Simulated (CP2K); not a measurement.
Two runs for the C K edge of carbon tetrachloride. Run A: CP2K XAS_TDP, all-electron GAPW, PBEh(45%), aug-pc-1, TDA, no relativity. Run B differs in one setting.

First lines with a strength over 0.0015. A:

```csv
atom,energy (eV),states,"strength, one atom"
C2 (bonded to 4 Cl),286.73,3,0.2408
,294.94,3,0.0219
,295.41,3,0.0064
,297.30,3,0.0045
,298.30,1,0.0018
```

B:

```csv
atom,energy (eV),states,"strength, one atom"
C2 (bonded to 4 Cl),286.55,3,0.2495
,298.14,3,0.1191
,302.58,3,0.0083
,303.31,3,0.0074
```

Question: Which was it: the basis, scalar relativity switched on, GW2X switched on, the functional?

The basis (basis from aug-pc-1 to pc-1; the lines alone don't name the new value). A basis moves diffuse and continuum lines far more than the leading valence line. Against PBEh(45%) in aug-pc-1, the leading line moves by -0.18 eV, to 286.55 eV. The next line of C2 over the strength cut lies 11.59 eV higher, against 8.21.

[Banner, clock and machine lines of the logs are left out without a mark of their own.]

[Logs are printed without paths, hosts, clocks, repeated set-up lines and the standing remarks that a program may print on its own settings, such as how far it seeks lower states.]

[Hosts, paths, dates, database ids (printed as entryN), source tags and the programs' standing remarks are cut or masked in the printed files.]
